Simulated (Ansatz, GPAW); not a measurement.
# Mg3CuN (model structure): optical spectrum from first principles, part 2 of 3

Aim: the dielectric function of Mg3CuN (model structure), and the optical constants that follow from it. The structure is a model built here, which may or may not match a known phase. It was built so: All Ag replaced by Cu and Mn replaced by Mg in the Pm-3m structure of Mn3AgN. The cell is first relaxed with Ansatz.

GPAW 26.7.0; DFT, LDA, plane-wave PAW (GPAW data sets), scalar-relativistic, RPA, optical limit.

So far: Set-up; Relaxation.

## (3) Ground state

First the ground state: is it a metal or has it a gap?

This step: DFT, LDA, plane-wave PAW (GPAW data sets), scalar-relativistic, ground state (GPAW 26.7.0).

gs.py reads:

```python
from ase import Atoms
from ase.dft.bandgap import bandgap
from gpaw import GPAW, PW, FermiDirac

atoms = Atoms(['Cu', 'Mg', 'Mg', 'Mg', 'N'],
              cell=[[4.146861683900, 0.000000000000, 0.000000000000],
                    [0.000000000000, 4.146861683900, 0.000000000000],
                    [0.000000000000, 0.000000000000, 4.146861683900]],
              scaled_positions=[[0.000000000000, 0.000000000000, 0.000000000000],
                                [0.500000000000, 0.500000000000, 0.000000000000],
                                [0.500000000000, 1.000000000000, 0.500000000000],
                                [1.000000000000, 0.500000000000, 0.500000000000],
                                [0.500000000000, 0.500000000000, 0.500000000000]],
              pbc=[True, True, True])
atoms.calc = GPAW(mode=PW(400), xc='LDA', kpts={'size': (6, 6, 6), 'gamma': True},
                  occupations=FermiDirac(0.05), maxiter=150, txt='gs.txt')
print('energy (eV)', atoms.get_potential_energy())
print('Fermi level (eV)', atoms.calc.get_fermi_level())
print('valence electrons', atoms.calc.get_number_of_electrons())
print('gap (eV)', bandgap(atoms.calc, output=None)[0])
print('direct gap (eV)', bandgap(atoms.calc, direct=True, output=None)[0])
atoms.calc.write('gs.gpw')
```

Launch:

```console
OMP_NUM_THREADS=1 python gs.py
```

Numbers of over 12 decimals in the logs are rounded to 6 here.

Log:

```text
__  _  _
 | _ |_)|_||  |
 |__||  | ||/\| - 26.7.0

Versions:
  Python: 3.12.14
  ASE:    3.29.0
  Numpy:  2.5.5
  Scipy:  1.18.1
  Libxc:  7.0.0

Input parameters:
  mode=PW(ecut=400.0),
  kpts=MonkhorstPack(size=(6, 6, 6), gamma=True),
  maxiter=150,
  occupations=Occupations(name='fermi-dirac', width=0.05, fixmagmom=False),
  xc=XC(name='LDA')

Diagonalizing LCAO Hamiltonian
Converting LCAO to pw mode
    .---------.
   /|         |
  / |         |
 *  |         |
 | Mg   N     |
 |  .-Mg------.
 | /    Mg   /
 |/         /
 Cu--------*

Atoms  # Å, Bohr magnetons
|   | symbol |        x |        y |        z |    initial magnetic moments |
| 0 |     Cu | 0.000000 | 0.000000 | 0.000000 | ( 0.0000,  0.0000,  0.0000) |
| 1 |     Mg | 2.073431 | 2.073431 | 0.000000 | ( 0.0000,  0.0000,  0.0000) |
| 2 |     Mg | 2.073431 | 4.146862 | 2.073431 | ( 0.0000,  0.0000,  0.0000) |
| 3 |     Mg | 4.146862 | 2.073431 | 2.073431 | ( 0.0000,  0.0000,  0.0000) |
| 4 |      N | 2.073431 | 2.073431 | 2.073431 | ( 0.0000,  0.0000,  0.0000) |

Unit cell  # Å
| periodic |        x |        y |        z |  lengths |    angles |
|      yes | 4.146862 | 0.000000 | 0.000000 | 4.146862 | 90.000000 |
|      yes | 0.000000 | 4.146862 | 0.000000 | 4.146862 | 90.000000 |
|      yes | 0.000000 | 0.000000 | 4.146862 | 4.146862 | 90.000000 |

Number of symmetries: 48
Symmetry operations  # r_c * U_cc + t_c -> r_c
|    | kind |            matrix            |
|  0 |  E   |  1, 0, 0,  0, 1, 0,  0, 0, 1 |
|  1 |  σ   |  1, 0, 0,  0, 1, 0,  0, 0,-1 |
|  2 |  σ   |  1, 0, 0,  0, 0, 1,  0, 1, 0 |
|  3 |  C4  |  1, 0, 0,  0, 0, 1,  0,-1, 0 |
|  4 |  C4  |  1, 0, 0,  0, 0,-1,  0, 1, 0 |
|  5 |  σ   |  1, 0, 0,  0, 0,-1,  0,-1, 0 |
|  6 |  σ   |  1, 0, 0,  0,-1, 0,  0, 0, 1 |
|  7 |  C2  |  1, 0, 0,  0,-1, 0,  0, 0,-1 |
|  8 |  σ   |  0, 1, 0,  1, 0, 0,  0, 0, 1 |
|  9 |  C2  |  0, 1, 0,  1, 0, 0,  0, 0,-1 |
| 10 |  C3  |  0, 1, 0,  0, 0, 1,  1, 0, 0 |
| 11 |  S6  |  0, 1, 0,  0, 0, 1, -1, 0, 0 |
| 12 |  S6  |  0, 1, 0,  0, 0,-1,  1, 0, 0 |
| 13 |  C3  |  0, 1, 0,  0, 0,-1, -1, 0, 0 |
| 14 |  C4  |  0, 1, 0, -1, 0, 0,  0, 0, 1 |
| 15 |  S4  |  0, 1, 0, -1, 0, 0,  0, 0,-1 |
| 16 |  C3  |  0, 0, 1,  1, 0, 0,  0, 1, 0 |
| 17 |  S6  |  0, 0, 1,  1, 0, 0,  0,-1, 0 |
| 18 |  σ   |  0, 0, 1,  0, 1, 0,  1, 0, 0 |
| 19 |  C4  |  0, 0, 1,  0, 1, 0, -1, 0, 0 |
| 20 |  C2  |  0, 0, 1,  0,-1, 0,  1, 0, 0 |
| 21 |  S4  |  0, 0, 1,  0,-1, 0, -1, 0, 0 |
| 22 |  S6  |  0, 0, 1, -1, 0, 0,  0, 1, 0 |
| 23 |  C3  |  0, 0, 1, -1, 0, 0,  0,-1, 0 |
| 24 |  S6  |  0, 0,-1,  1, 0, 0,  0, 1, 0 |
| 25 |  C3  |  0, 0,-1,  1, 0, 0,  0,-1, 0 |
| 26 |  C4  |  0, 0,-1,  0, 1, 0,  1, 0, 0 |
| 27 |  σ   |  0, 0,-1,  0, 1, 0, -1, 0, 0 |
| 28 |  S4  |  0, 0,-1,  0,-1, 0,  1, 0, 0 |
| 29 |  C2  |  0, 0,-1,  0,-1, 0, -1, 0, 0 |
| 30 |  C3  |  0, 0,-1, -1, 0, 0,  0, 1, 0 |
| 31 |  S6  |  0, 0,-1, -1, 0, 0,  0,-1, 0 |
| 32 |  C4  |  0,-1, 0,  1, 0, 0,  0, 0, 1 |
| 33 |  S4  |  0,-1, 0,  1, 0, 0,  0, 0,-1 |
| 34 |  S6  |  0,-1, 0,  0, 0, 1,  1, 0, 0 |
| 35 |  C3  |  0,-1, 0,  0, 0, 1, -1, 0, 0 |
| 36 |  C3  |  0,-1, 0,  0, 0,-1,  1, 0, 0 |
| 37 |  S6  |  0,-1, 0,  0, 0,-1, -1, 0, 0 |
| 38 |  σ   |  0,-1, 0, -1, 0, 0,  0, 0, 1 |
| 39 |  C2  |  0,-1, 0, -1, 0, 0,  0, 0,-1 |
| 40 |  σ   | -1, 0, 0,  0, 1, 0,  0, 0, 1 |
| 41 |  C2  | -1, 0, 0,  0, 1, 0,  0, 0,-1 |
| 42 |  C2  | -1, 0, 0,  0, 0, 1,  0, 1, 0 |
| 43 |  S4  | -1, 0, 0,  0, 0, 1,  0,-1, 0 |
| 44 |  S4  | -1, 0, 0,  0, 0,-1,  0, 1, 0 |
| 45 |  C2  | -1, 0, 0,  0, 0,-1,  0,-1, 0 |
| 46 |  C2  | -1, 0, 0,  0,-1, 0,  0, 0, 1 |
| 47 |  i   | -1, 0, 0,  0,-1, 0,  0, 0,-1 |

BZ-sampling:
  Number of BZ points: 216
  Number of IBZ points: 20

  Monkhorst-Pack size: [6, 6, 6]
  Monkhorst-Pack shift: [0.083333, 0.083333, 0.083333]

K-points  # in reciprocal-cell coordinates
|     |                                coordinates |     weight |
|   0 | (  0.00000000,   0.00000000,   0.00000000) | 0.00462963 |
|   1 | (  0.16666667,   0.00000000,   0.00000000) | 0.02777778 |
|   2 | (  0.16666667,   0.16666667,   0.00000000) | 0.05555556 |
|   3 | (  0.16666667,   0.16666667,   0.16666667) | 0.03703704 |
|   4 | (  0.33333333,   0.00000000,   0.00000000) | 0.02777778 |
|   5 | (  0.33333333,   0.16666667,   0.00000000) | 0.11111111 |
|   6 | (  0.33333333,   0.16666667,   0.16666667) | 0.11111111 |
|   7 | (  0.33333333,   0.33333333,   0.00000000) | 0.05555556 |
|   8 | (  0.33333333,   0.33333333,   0.16666667) | 0.11111111 |
|   9 | (  0.33333333,   0.33333333,   0.33333333) | 0.03703704 |
| ... |                                            |            |
|  19 | (  0.50000000,   0.50000000,   0.50000000) | 0.00462963 |

Plane wave coefficients: 1328
Cutoff: 400.0 eV

Spin-components: 1 (collinear spins)
Bands:           32
Projectors:      26
Spin-degeneracy: 2
Datatype:        complex128

Parallelization:
  kpt:    1
  domain: 1
  band:   1

Density:
  Valence electrons: 46.0
  Components: 1
  Grid points: [20 20 20]
  Charge: 0.0  # |e|

Potential:
  Grid points: [20 20 20]

species:
  Cu:
    name:    Copper
    id:
    Z:       29.0
    valence: 11
    core:    18
    charge:  0.0  # [|e|]
    compensation charges:
      type: gauss
      rc: 0.33  # [Å]
      lmax: 2
    cutoffs:
      filter: 2.06  # [Å]
      core: 2.43  # [Å]
    projectors
    | kind |    occ | energy [eV] | rcut [Å] |
    |   4s |  1.000 |      -4.857 |    1.164 |
    |   4p |  0.000 |      -0.783 |    1.164 |
    |   3d | 10.000 |      -5.324 |    1.058 |
    |    s |        |      22.354 |    1.164 |
    |    p |        |      26.429 |    1.164 |
    |    d |        |      21.887 |    1.058 |

    Using partial waves for Cu as LCAO basis

  Mg:
    name:    Magnesium
    id:
    Z:       12.0
    valence: 10
    core:    2
    charge:  0.0  # [|e|]
    compensation charges:
      type: gauss
      rc: 0.33  # [Å]
      lmax: 2
    cutoffs:
      filter: 1.86  # [Å]
      core: 0.54  # [Å]
    projectors
    | kind |    occ | energy [eV] | rcut [Å] |
    |   2s |  2.000 |     -79.291 |    1.090 |
    |   3s |  2.000 |      -4.782 |    1.090 |
    |   2p |  6.000 |     -46.725 |    1.085 |
    |   3p |  0.000 |      -1.374 |    1.085 |
    |    d |        |       0.000 |    1.037 |

    Using partial waves for Mg as LCAO basis

  N:
    name:    Nitrogen
    id:
    Z:       7.0
    valence: 5
    core:    2
    charge:  0.0  # [|e|]
    compensation charges:
      type: gauss
      rc: 0.18  # [Å]
      lmax: 2
    cutoffs:
      filter: 1.11  # [Å]
      core: 0.96  # [Å]
    projectors
    | kind |    occ | energy [eV] | rcut [Å] |
    |   2s |  2.000 |     -18.420 |    0.603 |
    |   2p |  3.000 |      -7.237 |    0.529 |
    |    s |        |       8.791 |    0.603 |
    |    p |        |      19.974 |    0.529 |
    |    d |        |       0.000 |    0.577 |

    Using partial waves for N as LCAO basis

Reference energy: -62703.661541  # eV

eigensolver:
  PPCG
  Converge bands: occupied
  niter=2

density mixing:
  MSR1-Mixer
  Pratt-step length: 0.05
  Maximum mixing coefficient: 0.75
  Old densities: 10
  SVD Regularization: 0.005
  Good broyden scale: 1.0
  Trust region scale: 1.0
  Backstep threshold: 4.0
  History deletion threshold: 6.0
  Fourier metric: weight=20.0, sigma=0.015

occupation numbers:
  Fermi-Dirac:
    width: 0.0500  # eV

poisson solver:
  ecut: 3200.0  # eV

xc functional:
  name: None

convergence criteria:
- Maximum [total energy] change in last 3 cyles: 0.0005 eV / valence electron
- Maximum integral of absolute [dens]ity change: 0.0001 electrons / valence electron
- Maximum integral of absolute [eigenst]ate change: 4e-08 eV^2 / valence electron
maximum number of iterations: 150

SCF iterations
|iter     |      energy | eigst |  dens |
|iter:   1||  -23.405568 | +0.19 |       |
|iter:   2||  -20.906802 | -1.23 | -1.01 |
|iter:   3||  -19.598690 | -1.70 | -1.18 |
|iter:   4||  -19.021584 | -1.62 | -1.35 |
|iter:   5||  -18.975270 | -3.20 | -1.66 |
|iter:   6||  -18.922800 | -3.13 | -1.74 |
|iter:   7||  -18.915758 | -3.54 | -2.08 |
|iter:   8||  -18.915027c| -4.77 | -2.77 |
|iter:   9||  -18.914766c| -4.97 | -3.07 |
|iter:  10||  -18.914736c| -6.20 | -3.59 |
|iter:  11||  -18.914723c| -6.54 | -3.87 |
|iter:  12||  -18.914719c| -6.76 | -4.25c|
|iter:  13||  -18.914719c| -7.50c| -5.02c|

Converged in 13 steps
SCF loop duration: 12.939 s (0.995 s/step)
Energy contributions relative to reference atoms: (reference = -62703.661541)

Energy contributions:
  Kinetic:          -8.876479
  Coulomb:          13.917819
  Zero:             -0.147012
  External:          0.000000
  Xc:              -23.804528
  Entropy:          -0.009039
  Spinorbit:         0.000000
  ----------------------------
  Free energy:     -18.919239
  Extrapolated:    -18.914719

dipole moment: (-15.119907, -15.119907, -15.119907)  # |e|*Ang

Fermi level: 5.428
Eigenvalues  # (at kpt = [0.000, 0.000, 0.000])
| band index |      eig [eV] | occ [0-2] |
|          0 |       -69.186 |     2.000 |
|        ... |               |           |
|         14 |         1.647 |     2.000 |
|         15 |         1.647 |     2.000 |
|         16 |         1.647 |     2.000 |
|         17 |         2.363 |     2.000 |
|         18 |         2.363 |     2.000 |
|         19 |         2.692 |     2.000 |
|         20 |         2.692 |     2.000 |
|         21 |         2.692 |     2.000 |
|         22 |         8.257 |     0.000 |
|         23 |         8.257 |     0.000 |
|         24 |         8.614 |     0.000 |
|         25 |         8.614 |     0.000 |
|         26 |         8.614 |     0.000 |
|         27 |        13.076 |     0.000 |
|         28 |        13.314 |     0.000 |
|         29 |        13.314 |     0.000 |
|        ... |               |           |
|         31 |        14.537 |     0.000 |

No gap
No difference between direct/indirect transitions

--- standard output ---
energy (eV) -18.914719
Fermi level (eV) 5.427767
valence electrons 46.0
gap (eV) 0.0
direct gap (eV) 0.0
```

Run time: 17 s. Hardware: 1 thread of Intel Xeon Platinum 8488C (Sapphire Rapids), shared host; peak memory 0.16 GiB.

Read-outs, printed or worked out from the files:

* energy: -18.91 eV
* Fermi energy: 5.428 eV
* electrons: 46

There are states at the Fermi level within the smearing, so the occupations stay smeared and the carriers get a Drude term.

## (4) Bands for the response

At the fixed density, many empty bands are solved on the mesh of the response, since the spectrum sums over them.

This step: DFT, LDA, plane-wave PAW (GPAW data sets), scalar-relativistic, bands at fixed density (GPAW 26.7.0).

nscf.py reads:

```python
from ase.dft.bandgap import bandgap
from gpaw import GPAW, FermiDirac

calc = GPAW('gs.gpw').fixed_density(kpts={'size': (8, 8, 8), 'gamma': True}, nbands=54, convergence={'bands': 48},
                                    occupations=FermiDirac(0.05), txt='nscf.txt')
print('gap (eV)', bandgap(calc, output=None)[0])
print('direct gap (eV)', bandgap(calc, direct=True, output=None)[0])
print('top band over the Fermi level (eV)', min(calc.get_eigenvalues(kpt=k)[47] for k in range(len(calc.get_ibz_k_points()))) - calc.get_fermi_level())
calc.write('full.gpw', mode='all')
```

Launch:

```console
OMP_NUM_THREADS=1 python nscf.py
```

Log:

```text
Diagonalizing LCAO Hamiltonian
Converting LCAO to pw mode
convergence criteria:
- Maximum integral of absolute [eigenst]ate change: 4e-08 eV^2 / valence electron
maximum number of iterations: 150

SCF iterations
|iter     |      energy | eigst |  dens |
|iter:   1||             | +2.79 |       |
|iter:   2||             | +1.72 |       |
|iter:   3||             | +0.75 |       |
|iter:   4||             | -0.19 |       |
|iter:   5||             | -1.08 |       |
|iter:   6||             | -2.03 |       |
|iter:   7||             | -2.86 |       |
|iter:   8||             | -3.77 |       |
|iter:   9||             | -4.57 |       |
|iter:  10||             | -5.48 |       |
|iter:  11||             | -6.28 |       |
|iter:  12||             | -7.09 |       |
|iter:  13||             | -7.61c|       |
SCF steps: 13
  __  _  _
 | _ |_)|_||  |
 |__||  | ||/\| - 26.7.0

Versions:
  Python: 3.12.14
  ASE:    3.29.0
  Numpy:  2.5.5
  Scipy:  1.18.1
  Libxc:  7.0.0

Input parameters:
  mode=PW(ecut=400.0),
  convergence={'bands': 48},
  gpts=array([20, 20, 20]),
  kpts=MonkhorstPack(size=(8, 8, 8), gamma=True),
  maxiter=150,
  nbands=54,
  occupations=Occupations(name='fermi-dirac', width=0.05, fixmagmom=False),
  parallel={},
  xc=XC(name='LDA')

--- standard output ---
gap (eV) 0.0
direct gap (eV) 0.0
top band over the Fermi level (eV) 18.829919
```

Run time: 37 s. Hardware: 1 thread; peak memory 0.2 GiB.

(Part 2 of 3 ends here.)

[Machine, clock and banner lines and Python warnings are left out of the logs.]

[Logs are printed without paths, hosts, clocks, repeated set-up lines and the standing remarks that a program may print on its own settings, such as how far it seeks lower states.]

[Hosts, paths, dates, database ids (printed as entryN), source tags and the programs' standing remarks are cut or masked in the printed files.]
